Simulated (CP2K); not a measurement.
Consider 2-acetylthiophene at its PBE geometry (Å).

```xyz
14

C    -2.3242   -0.2507   -0.3992
C    -1.3297   -0.4541    0.7286
O    -1.6851   -0.8703    1.8371
C     0.0807   -0.1385    0.4609
C     0.6910    0.3471   -0.6884
C     2.0869    0.5211   -0.5373
C     2.5192    0.1644    0.7264
S     1.2415   -0.3770    1.7263
H    -3.3211   -0.5362   -0.0498
H    -2.0529   -0.8589   -1.2739
H    -2.3361    0.8002   -0.7223
H     0.1456    0.5687   -1.6034
H     2.7499    0.8887   -1.3175
H     3.5343    0.1957    1.1125
```

Method: CP2K XAS_TDP, all-electron GAPW, PBEh(45%), aug-cc-pVDZ, TDA, GW2X-corrected core level, no relativity.

Where do the C K-edge lines lie, and how strong are they?

Leading lines: C1 291.00 eV, C2 288.10 eV, C4 286.55 eV, C5 286.70 eV, C6 287.50 eV and C7 286.61 eV. The leading line of an atom is its first one with 35 % of the strongest within 2.5 eV of its lowest line over the strength cut. Core ionisation energies at this level: C5 292.40, C7 292.43, C4 292.08, C6 292.23, C1 292.52 and C2 294.97 eV.

The first six lines of each atom with a strength over 0.0015:

| atom | energy (eV) | states | strength, one atom | above the computed threshold |
| --- | --- | --- | --- | --- |
| C1 (bonded to C and 3 H) | 290.33 | 1 | 0.0061 |  |
|  | 291.00 | 1 | 0.0203 |  |
|  | 291.26 | 1 | 0.0184 |  |
|  | 291.67 | 1 | 0.0021 |  |
|  | 291.85 | 1 | 0.0039 |  |
|  | 292.28 | 1 | 0.0089 |  |
| C2 (bonded to 2 C and O) | 288.10 | 1 | 0.0615 |  |
|  | 292.81 | 1 | 0.0106 |  |
|  | 294.23 | 1 | 0.0043 |  |
|  | 294.51 | 1 | 0.0016 |  |
|  | 294.64 | 1 | 0.0017 |  |
|  | 294.91 | 1 | 0.0029 |  |
| C4 (bonded to 2 C and S) | 286.55 | 1 | 0.0298 |  |
|  | 289.32 | 1 | 0.0392 |  |
|  | 289.57 | 1 | 0.0211 |  |
|  | 290.70 | 1 | 0.0041 |  |
|  | 292.47 | 1 | 0.0038 | yes |
|  | 292.90 | 1 | 0.0035 | yes |
| C5 (bonded to 2 C and H) | 286.70 | 1 | 0.0444 |  |
|  | 289.91 | 1 | 0.0086 |  |
|  | 290.27 | 1 | 0.0106 |  |
|  | 291.22 | 1 | 0.0023 |  |
|  | 291.36 | 1 | 0.0029 |  |
|  | 291.60 | 1 | 0.0049 |  |
| C6 (bonded to 2 C and H) | 287.50 | 1 | 0.0358 |  |
|  | 288.60 | 1 | 0.0182 |  |
|  | 290.13 | 1 | 0.0104 |  |
|  | 291.00 | 1 | 0.0046 |  |
|  | 291.13 | 1 | 0.0020 |  |
|  | 291.41 | 1 | 0.0039 |  |
| C7 (bonded to C, S and H) | 286.61 | 1 | 0.0491 |  |
|  | 290.08 | 1 | 0.0241 |  |
|  | 290.23 | 1 | 0.0040 |  |
|  | 290.40 | 1 | 0.0201 |  |
|  | 291.33 | 1 | 0.0044 |  |
|  | 291.46 | 1 | 0.0030 |  |

Lines are vertical, at one geometry, with no vibrational structure. GW2X ionisation energies and lines can be off by 1 to 2 eV either way, and a good line position may hide errors that cancel. These values hold no scalar relativity, about 0.1 eV for C 1s. Rydberg lines, and the discretised continuum above threshold, depend on the basis and the box.

[Banner, clock and machine lines of the logs are left out without a mark of their own.]

[Logs are printed without paths, hosts, clocks, repeated set-up lines and the standing remarks that a program may print on its own settings, such as how far it seeks lower states.]

[Hosts, paths, dates, database ids (printed as entryN), source tags and the programs' standing remarks are cut or masked in the printed files.]
